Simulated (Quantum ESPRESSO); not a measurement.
# MnHg: magnetocrystalline anisotropy, part 2 of 2

Wanted: the anisotropy energy of MnHg and its cost.

Quantum ESPRESSO 7.5; PBEsol; plane waves with PseudoDojo 0.4.1 SR PBEsol standard potentials, then spin–orbit coupling on the fully relativistic files of the same set.

So far: One pass along [001] on 4×4×4; One pass along [111] on 4×4×4; One pass along [110] on 4×4×4; One pass along [001] on 6×6×6; One pass along [111] on 6×6×6; One pass along [110] on 6×6×6.

## 9. One pass along [001] on 9×9×9

Level of this step: PBEsol; plane waves with PseudoDojo 0.4 FR PBEsol standard potentials, spin-orbit coupling in one pass at the collinear potential (force theorem) (Quantum ESPRESSO).

Input file pass.in:

```
&CONTROL
  calculation = 'nscf'
  prefix = 'pwscf'
  outdir = './tmp'
  pseudo_dir = './pseudo_fr'
  disk_io = 'nowf'
/
&SYSTEM
  ibrav = 0
  celldm(1) = 8
  nat = 2
  ntyp = 2
  ecutwfc = 72
  nbnd = 44
  occupations = 'smearing'
  smearing = 'fd'
  degauss = 0.00734986
  noncolin = .true.
  lspinorb = .true.
  lforcet = .true.
  starting_magnetization(1) = 0.2333
  angle1(1) = 0
  angle2(1) = 0
  starting_magnetization(2) = 0
  angle1(2) = 0
  angle2(2) = 0
/
&ELECTRONS
  conv_thr = 4d-11
  electron_maxstep = 150
  mixing_beta = 0.3
  startingpot = 'file'
  startingwfc = 'random'
  diago_thr_init = 1d-09
  diago_full_acc = .true.
/
ATOMIC_SPECIES
Mn     54.9380 Mn.upf
Hg    200.5920 Hg.upf
CELL_PARAMETERS alat
   0.7830552628918    0.0000000000000    0.0000000000000
   0.0000000000000    0.7830552628918    0.0000000000000
   0.0000000000000    0.0000000000000    0.7830552628918
ATOMIC_POSITIONS crystal
Mn      0.5000000000    0.5000000000    0.5000000000
Hg      0.0000000000    0.0000000000    0.0000000000
K_POINTS automatic
9 9 9 0 0 0
```

Launch:

```bash
$ OMP_NUM_THREADS=1 mpirun -n 4 pw.x -nk 4 -in pass.in > pass.out
```

Numbers of over 12 decimals in the logs are rounded to 6 here.

What it wrote:

```text
     [... lines left out ...]
Program PWSCF v.7.5 starts
     [... lines left out ...]
     number of atoms/cell      =            2
     [... lines left out ...]
     number of electrons       =        35.00
     number of Kohn-Sham states=           44
     kinetic-energy cutoff     =      72.0000  Ry
     charge density cutoff     =     288.0000  Ry
     [... lines left out ...]
     Noncollinear calculation with spin-orbit
     [... lines left out ...]
     16 Sym. Ops., with inversion, found
     [... lines left out ...]
     number of k points=    75  Fermi-Dirac smearing, width (Ry)=  0.0073
     [... lines left out ...]
Spin angles Theta, Phi (degree) =   0.0000  0.0000
     [... lines left out ...]
 eband, Ef (eV) =   -606.019392        16.096265
     [... lines left out ...]
     the Fermi energy is    16.0963 ev
     (compare with:    16.1221 eV, computed in scf)
```

Elapsed: 56 s, on 4 MPI ranks of Arm Neoverse V2, shared host; peak memory 0.31 GiB.

## 10. One pass along [111] on 9×9×9

pass.in, as its differences from that of step 9:

```diff
@@ -21,7 +21,7 @@
   starting_magnetization(1) = 0.2333
-  angle1(1) = 0
-  angle2(1) = 0
+  angle1(1) = 54.7356
+  angle2(1) = 45
   starting_magnetization(2) = 0
-  angle1(2) = 0
-  angle2(2) = 0
+  angle1(2) = 54.7356
+  angle2(2) = 45
 /
```

What it wrote:

```text
     [... lines left out ...]
Program PWSCF v.7.5 starts
     [... lines left out ...]
     number of atoms/cell      =            2
     [... lines left out ...]
     number of electrons       =        35.00
     number of Kohn-Sham states=           44
     kinetic-energy cutoff     =      72.0000  Ry
     charge density cutoff     =     288.0000  Ry
     [... lines left out ...]
     Noncollinear calculation with spin-orbit
     [... lines left out ...]
     12 Sym. Ops., with inversion, found
     [... lines left out ...]
     number of k points=    85  Fermi-Dirac smearing, width (Ry)=  0.0073
     [... lines left out ...]
Spin angles Theta, Phi (degree) =  54.7356 45.0000
     [... lines left out ...]
 eband, Ef (eV) =   -606.019421        16.096240
     [... lines left out ...]
     the Fermi energy is    16.0962 ev
     (compare with:    16.1221 eV, computed in scf)
```

Wall time 66 s (4 MPI ranks); peak memory 0.31 GiB; 4.4 min of CPU time.

## 11. One pass along [110] on 9×9×9

pass.in, as its differences from that of step 10:

```diff
@@ -21,6 +21,6 @@
   starting_magnetization(1) = 0.2333
-  angle1(1) = 54.7356
+  angle1(1) = 90
   angle2(1) = 45
   starting_magnetization(2) = 0
-  angle1(2) = 54.7356
+  angle1(2) = 90
   angle2(2) = 45
```

What it wrote:

```text
     [... lines left out ...]
Program PWSCF v.7.5 starts
     [... lines left out ...]
     number of atoms/cell      =            2
     [... lines left out ...]
     number of electrons       =        35.00
     number of Kohn-Sham states=           44
     kinetic-energy cutoff     =      72.0000  Ry
     charge density cutoff     =     288.0000  Ry
     [... lines left out ...]
     Noncollinear calculation with spin-orbit
     [... lines left out ...]
      8 Sym. Ops., with inversion, found
     [... lines left out ...]
     number of k points=   125  Fermi-Dirac smearing, width (Ry)=  0.0073
     [... lines left out ...]
Spin angles Theta, Phi (degree) =  90.0000 45.0000
     [... lines left out ...]
     the Fermi energy is    16.0962 ev
     (compare with:    16.1221 eV, computed in scf)
```

Elapsed: 95 s, on 4 MPI ranks; peak memory 0.31 GiB.

## 12. The smearing term

The sum of energies times occupations is what pw.x prints as eband (for fewer than 100 k points). With Fermi–Dirac smearing the quantity to compare holds −TS as well, computed here from the energies and weights in the run's XML file (meV a cell, from the first axis, mesh 9×9×9):

| axis | plain sum | −TS | free energy |
| --- | --- | --- | --- |
| [001] | 0.0000 | 0.0000 | 0.0000 |
| [111] | -0.0283 | 0.0162 | -0.0121 |
| [110] | -0.0222 | 0.0130 | -0.0093 |

## 13. Spin–orbit coupling, moments along [001]

Fully relativistic PseudoDojo files and two-component spinors; the moments start along the axis and are free to turn.

Input file pw.in:

```
&CONTROL
  calculation = 'scf'
  prefix = 'pwscf'
  outdir = './tmp'
  pseudo_dir = './pseudo_fr'
  disk_io = 'nowf'
/
&SYSTEM
  ibrav = 0
  celldm(1) = 8
  nat = 2
  ntyp = 2
  ecutwfc = 72
  nbnd = 44
  occupations = 'smearing'
  smearing = 'fd'
  degauss = 0.00734986
  noncolin = .true.
  lspinorb = .true.
  starting_magnetization(1) = 0.2333
  angle1(1) = 0
  angle2(1) = 0
  starting_magnetization(2) = 0
/
&ELECTRONS
  conv_thr = 2d-11
  electron_maxstep = 150
  mixing_beta = 0.3
/
ATOMIC_SPECIES
Mn     54.9380 Mn.upf
Hg    200.5920 Hg.upf
CELL_PARAMETERS alat
   0.7830552628918    0.0000000000000    0.0000000000000
   0.0000000000000    0.7830552628918    0.0000000000000
   0.0000000000000    0.0000000000000    0.7830552628918
ATOMIC_POSITIONS crystal
Mn      0.5000000000    0.5000000000    0.5000000000
Hg      0.0000000000    0.0000000000    0.0000000000
K_POINTS automatic
6 6 6 0 0 0
HUBBARD {ortho-atomic}
U Mn-3d 0.0001
```

Launch:

```bash
$ OMP_NUM_THREADS=1 mpirun -n 4 pw.x -nk 4 -in pw.in > pw.out
```

What it wrote:

```text
[banner, memory and clock lines left out]
Program PWSCF v.7.5 starts

     Fixed quantization axis for GGA:     0.000000    0.000000    1.000000
     Message from routine setup:
     using ibrav=0 with symmetry is DISCOURAGED, use correct ibrav instead

     bravais-lattice index     =            0
     lattice parameter (alat)  =       8.0000  a.u.
     unit-cell volume          =     245.8370 (a.u.)^3
     number of atoms/cell      =            2
     number of atomic types    =            2
     number of electrons       =        35.00
     number of Kohn-Sham states=           44
     kinetic-energy cutoff     =      72.0000  Ry
     charge density cutoff     =     288.0000  Ry
     scf convergence threshold =      2.0E-11
     mixing beta               =       0.3000
     number of iterations used =            8  plain     mixing
     Exchange-correlation= PBESOL
                           (   1   4  10   8   0   0   0)
     Noncollinear calculation with spin-orbit

     Hubbard projectors: ortho-atomic
     Hubbard parameters of DFT+U (Dudarev formulation) in eV:
     U(Mn-3d) =  0.0001

     Internal variables: lda_plus_u =T, lda_plus_u_kind = 0

     Internal variables: orbital_resolved =F, hub_pot_fix =F, apply_U = F

     [... lines left out ...]
     PseudoPot. # 1 for Mn read from file:
     Mn.upf
     Pseudo is Norm-conserving + core correction, Zval = 15.0

     PseudoPot. # 2 for Hg read from file:
     Hg.upf
     Pseudo is Norm-conserving + core correction, Zval = 20.0

     atomic species   valence    mass     pseudopotential
     Mn               15.00    54.93800     Mn( 1.00)
     Hg               20.00   200.59200     Hg( 1.00)

     16 Sym. Ops., with inversion, found

   Cartesian axes

     site n.     atom                  positions (alat units)
         1        Mn     tau(   1) = (   0.3915276   0.3915276   0.3915276  )
         2        Hg     tau(   2) = (   0.0000000   0.0000000   0.0000000  )

     number of k points=    40  Fermi-Dirac smearing, width (Ry)=  0.0073

     Dense  grid:    20341 G-vectors     FFT dimensions: (  36,  36,  36)

     Generating pointlists ...
     new r_m :   0.2797 (alat units)  2.2379 (a.u.) for type    1
     new r_m :   0.2797 (alat units)  2.2379 (a.u.) for type    2

     Initial potential from superposition of free atoms

     starting charge      34.9995, renormalised to      35.0000

     STARTING HUBBARD OCCUPATIONS:

     ================= HUBBARD OCCUPATIONS ================
     ------------------------ ATOM    1 ------------------------
     Tr[ns(  1)] (up, down, total) =   5.00000  0.00000  5.00000
     [... lines left out ...]
     Atomic magnetic moment mx, my, mz =     0.000000    0.000000    5.000000

     Number of occupied Hubbard levels =    5.0000

     atom number    1 relative position :    0.3915   0.3915   0.3915
     charge :    13.650520  (integrated on a sphere of radius 0.280)
     magnetization :          0.000000    0.000000    3.126722
     magnetization/charge:    0.000000    0.000000    0.229055
     polar coord.: r, theta, phi [deg] :     3.126722    0.000000  360.000000

     atom number    2 relative position :    0.0000   0.0000   0.0000
     charge :    18.429559  (integrated on a sphere of radius 0.280)
     magnetization :          0.000000    0.000000    0.072550
     magnetization/charge:    0.000000    0.000000    0.003937
     polar coord.: r, theta, phi [deg] :     0.072550    0.000000  360.000000

     Atomic wfc used for Hubbard projectors are orthogonalized

     Starting wfcs are   40 randomized atomic wfcs +    4 random wfcs

     Self-consistent Calculation

     iteration #  1     ecut=    72.00 Ry     beta= 0.30
     Davidson diagonalization with overlap
     ethr =  1.00E-02,  avg # of iterations =  3.9

     ================= HUBBARD OCCUPATIONS ================
     ------------------------ ATOM    1 ------------------------
     Tr[ns(  1)] (up, down, total) =   4.87098  1.54004  6.41102
     [... lines left out ...]
     Atomic magnetic moment mx, my, mz =    -0.000000    0.000000    3.330948

     Number of occupied Hubbard levels =    6.4110

     total energy              =    -550.90963151 Ry
     estimated scf accuracy    <       0.48499991 Ry

     total magnetization       =    -0.00     0.00     3.33 Bohr mag/cell
     absolute magnetization    =     3.46 Bohr mag/cell

     [... further iterations left out ...]

     iteration # 16     ecut=    72.00 Ry     beta= 0.30
     Davidson diagonalization with overlap
     ethr =  1.43E-13,  avg # of iterations =  2.4

     atom number    1 relative position :    0.3915   0.3915   0.3915
     charge :    13.700598  (integrated on a sphere of radius 0.280)
     magnetization :          0.000000    0.000000    3.903212
     magnetization/charge:    0.000000    0.000000    0.284894
     polar coord.: r, theta, phi [deg] :     3.903212    0.000000  360.000000

     atom number    2 relative position :    0.0000   0.0000   0.0000
     charge :    18.161779  (integrated on a sphere of radius 0.280)
     magnetization :         -0.000000   -0.000000   -0.020038
     magnetization/charge:   -0.000000   -0.000000   -0.001103
     polar coord.: r, theta, phi [deg] :     0.020038  180.000000  360.000000

     End of self-consistent calculation

     ================= HUBBARD OCCUPATIONS ================
     ------------------------ ATOM    1 ------------------------
     Tr[ns(  1)] (up, down, total) =   4.85930  0.84640  5.70569
     [... lines left out ...]
     Atomic magnetic moment mx, my, mz =    -0.000000    0.000000    4.012897

     Number of occupied Hubbard levels =    5.7057
     [... lines left out ...]
     the Fermi energy is    16.1069 ev

!    total energy              =    -551.07349491 Ry
     estimated scf accuracy    <          2.4E-12 Ry
     smearing contrib. (-TS)   =      -0.00369073 Ry
     internal energy E=F+TS    =    -551.06980418 Ry

     The total energy is F=E-TS. E is the sum of the following terms:
     one-electron contribution =    -227.72654433 Ry
     hartree contribution      =     127.89692772 Ry
     xc contribution           =     -91.35618665 Ry
     ewald contribution        =    -359.88400397 Ry
     Hubbard energy            =       0.00000305 Ry

     total magnetization       =    -0.00    -0.00     3.95 Bohr mag/cell
     absolute magnetization    =     4.18 Bohr mag/cell

     convergence has been achieved in  16 iterations
```

The job ended after 53 s (4 MPI ranks; peak memory 0.57 GiB).

Spin moment in the atom's sphere by atom:

| atom | x (μB) | y (μB) | z (μB) | size |
| --- | --- | --- | --- | --- |
| Mn1 | 0.00 | 0.00 | 3.90 | 3.90 |
| Hg2 | 0.00 | 0.00 | -0.02 | 0.02 |

Numbers from this step:

```
smearing term TS       : 0.05021 eV
magnetization          : 0, 0, 3.95 μB
absolute magnetization : 4.176 μB
final state            : ferromagnetic
```

Orbital moments, from the spinor occupation matrices of the projected shells that the run saves (a U of 0.0001 eV is typed only to have them written):

| atom | spin moment along the axis, in the sphere (μB) | orbital moment along the axis, projected shell (μB) |
| --- | --- | --- |
| Mn1 | 3.903 | 0.004 |

## 14. Spin–orbit coupling, moments along [111]

pw.in, as its differences from that of step 13:

```diff
@@ -20,4 +20,4 @@
   starting_magnetization(1) = 0.2333
-  angle1(1) = 0
-  angle2(1) = 0
+  angle1(1) = 54.736
+  angle2(1) = 45
   starting_magnetization(2) = 0
```

What it wrote:

```text
     [... lines left out ...]
Program PWSCF v.7.5 starts
     [... lines left out ...]
     number of atoms/cell      =            2
     [... lines left out ...]
     number of electrons       =        35.00
     number of Kohn-Sham states=           44
     kinetic-energy cutoff     =      72.0000  Ry
     charge density cutoff     =     288.0000  Ry
     scf convergence threshold =      2.0E-11
     [... lines left out ...]
     Noncollinear calculation with spin-orbit
     [... lines left out ...]
     12 Sym. Ops., with inversion, found
     [... lines left out ...]
     number of k points=    32  Fermi-Dirac smearing, width (Ry)=  0.0073
     [... lines left out ...]
     iteration # 15     ecut=    72.00 Ry     beta= 0.30
     [... lines left out ...]
     atom number    1 relative position :    0.3915   0.3915   0.3915
     [... lines left out ...]
     magnetization :          2.253468    2.253468    2.253468
     [... lines left out ...]
     atom number    2 relative position :    0.0000   0.0000   0.0000
     [... lines left out ...]
     magnetization :         -0.011571   -0.011571   -0.011571
     [... lines left out ...]
     Tr[ns(  1)] (up, down, total) =   4.01127  1.69447  5.70573
     [... lines left out ...]
     the Fermi energy is    16.1070 ev
!    total energy              =    -551.07349431 Ry
     estimated scf accuracy    <          1.6E-11 Ry
     smearing contrib. (-TS)   =      -0.00369596 Ry
     [... lines left out ...]
     total magnetization       =     2.28     2.28     2.28 Bohr mag/cell
     absolute magnetization    =     4.18 Bohr mag/cell
     convergence has been achieved in  15 iterations
```

The job ended after 41 s (4 MPI ranks; peak memory 0.53 GiB; 2.7 min of CPU time).

Spin moment in the atom's sphere by atom:

| atom | x (μB) | y (μB) | z (μB) | size |
| --- | --- | --- | --- | --- |
| Mn1 | 2.25 | 2.25 | 2.25 | 3.90 |
| Hg2 | -0.01 | -0.01 | -0.01 | 0.02 |

Numbers from this step:

```yaml
smearing_term_ts: 0.05029 eV
magnetization: 2.281, 2.281, 2.281 μB
absolute_magnetization: 4.176 μB
final_state: ferromagnetic
```

Orbital moments, from the spinor occupation matrices of the projected shells that the run saves:

| atom | spin moment along the axis, in the sphere (μB) | orbital moment along the axis, projected shell (μB) |
| --- | --- | --- |
| Mn1 | 3.903 | 0.004 |

## 15. Spin–orbit coupling, moments along [110]

pw.in, as its differences from that of step 14:

```diff
@@ -20,3 +20,3 @@
   starting_magnetization(1) = 0.2333
-  angle1(1) = 54.736
+  angle1(1) = 90
   angle2(1) = 45
```

What it wrote:

```text
     [... lines left out ...]
Program PWSCF v.7.5 starts
     [... lines left out ...]
     number of atoms/cell      =            2
     [... lines left out ...]
     number of electrons       =        35.00
     number of Kohn-Sham states=           44
     kinetic-energy cutoff     =      72.0000  Ry
     charge density cutoff     =     288.0000  Ry
     scf convergence threshold =      2.0E-11
     [... lines left out ...]
     Noncollinear calculation with spin-orbit
     [... lines left out ...]
      8 Sym. Ops., with inversion, found
     [... lines left out ...]
     number of k points=    52  Fermi-Dirac smearing, width (Ry)=  0.0073
     [... lines left out ...]
     iteration # 15     ecut=    72.00 Ry     beta= 0.30
     [... lines left out ...]
     atom number    1 relative position :    0.3915   0.3915   0.3915
     [... lines left out ...]
     magnetization :          2.759937    2.759937    0.000000
     [... lines left out ...]
     atom number    2 relative position :    0.0000   0.0000   0.0000
     [... lines left out ...]
     magnetization :         -0.014170   -0.014170   -0.000000
     [... lines left out ...]
     Tr[ns(  1)] (up, down, total) =   2.85286  2.85286  5.70573
     [... lines left out ...]
     the Fermi energy is    16.1070 ev
!    total energy              =    -551.07349450 Ry
     estimated scf accuracy    <          1.1E-11 Ry
     smearing contrib. (-TS)   =      -0.00369454 Ry
     [... lines left out ...]
     total magnetization       =     2.79     2.79     0.00 Bohr mag/cell
     absolute magnetization    =     4.18 Bohr mag/cell
     convergence has been achieved in  15 iterations
```

Elapsed: 65 s, on 4 MPI ranks; peak memory 0.63 GiB; 4.4 min of CPU time.

Spin moment in the atom's sphere by atom:

| atom | x (μB) | y (μB) | z (μB) | size |
| --- | --- | --- | --- | --- |
| Mn1 | 2.76 | 2.76 | 0.00 | 3.90 |
| Hg2 | -0.01 | -0.01 | 0.00 | 0.02 |

Read from the output:

```yaml
smearing_term_ts: 0.05027 eV
magnetization: 2.793, 2.793, 0 μB
absolute_magnetization: 4.176 μB
final_state: ferromagnetic
```

Orbital moments, from the spinor occupation matrices of the projected shells that the run saves:

| atom | spin moment along the axis, in the sphere (μB) | orbital moment along the axis, projected shell (μB) |
| --- | --- | --- |
| Mn1 | 3.903 | 0.004 |

## 16. Side by side

A pass yields neither state nor moment: for the force theorem these columns are the collinear run's. Anisotropy, by row:

| way | mesh | axis | state | energy less the first axis' (meV a primitive cell) | largest spin moment (μB) | CPU time (s) |
| --- | --- | --- | --- | --- | --- | --- |
| force theorem | 4x4x4 | [001] | ferromagnetic | 0 | 3.89 | 65.71 |
| force theorem | 4x4x4 | [111] | ferromagnetic | -0.04472 | 3.89 | 50.22 |
| force theorem | 4x4x4 | [110] | ferromagnetic | -0.03394 | 3.89 | 74.29 |
| force theorem | 6x6x6 | [001] | ferromagnetic | 0 | 3.89 | 123.4 |
| force theorem | 6x6x6 | [111] | ferromagnetic | 0.008363 | 3.89 | 101.6 |
| force theorem | 6x6x6 | [110] | ferromagnetic | 0.005844 | 3.89 | 158.9 |
| force theorem | 9x9x9 | [001] | ferromagnetic | 0 | 3.89 | 222.1 |
| force theorem | 9x9x9 | [111] | ferromagnetic | -0.01206 | 3.89 | 265.2 |
| force theorem | 9x9x9 | [110] | ferromagnetic | -0.009263 | 3.89 | 378.4 |
| self-consistent | 6x6x6 | [001] | ferromagnetic | 0 | 3.903 | 213.4 |
| self-consistent | 6x6x6 | [111] | ferromagnetic | 0.008195 | 3.903 | 163.9 |
| self-consistent | 6x6x6 | [110] | ferromagnetic | 0.005539 | 3.903 | 261.5 |

## 17. Results

```yaml
state: ferromagnetic
largest_spin_moment: 3.90 μB
easy_axis_of_those_tried_on_this_mesh: not resolved
energy_along_111_less_001_self_consistent: 0.00820 meV a primitive cell, 0.036 MJ/m³
orbital_moment_of_mn1_along_its_spin_axis_001: 0.00411 μB
```

**Reading.** On 9×9×9, leaving out the smearing term would shift a difference by 0.016 meV, against 0.012 meV for the largest. The orbital moment of the largest spin is almost quenched. Differences this small usually change with the mesh, so the easy axis is taken as not resolved. By the force theorem the difference for the second axis goes -0.045 meV on 4×4×4, 0.0084 meV on 6×6×6 and -0.012 meV on 9×9×9, so it has not settled with the mesh. Self-consistent runs on 6×6×6 give 0.0082 meV in 11 min of CPU time; the passes of the force theorem on 9×9×9 give -0.012 meV in 14 min. Shape anisotropy is not included. The moments were started parallel in the primitive cell; if the crystal orders otherwise, its anisotropy is another. Energies are free energies at an electronic temperature of 1160 K, which lowers moments and differences where the moments are itinerant. The cutoff lies under the 96 Ry that these files are usually run at.

[Logs and program files are shortened in this print: banners, set-up blocks, solver, clock and traceback lines can be left out without a mark of their own.]

[Logs are printed without paths, hosts, clocks, repeated set-up lines and the standing remarks that a program may print on its own settings, such as how far it seeks lower states.]

[Hosts, paths, dates, database ids (printed as entryN), source tags and the programs' standing remarks are cut or masked in the printed files.]

[Where a cell is said to come from a database of computed structures, the database is the Materials Project.]
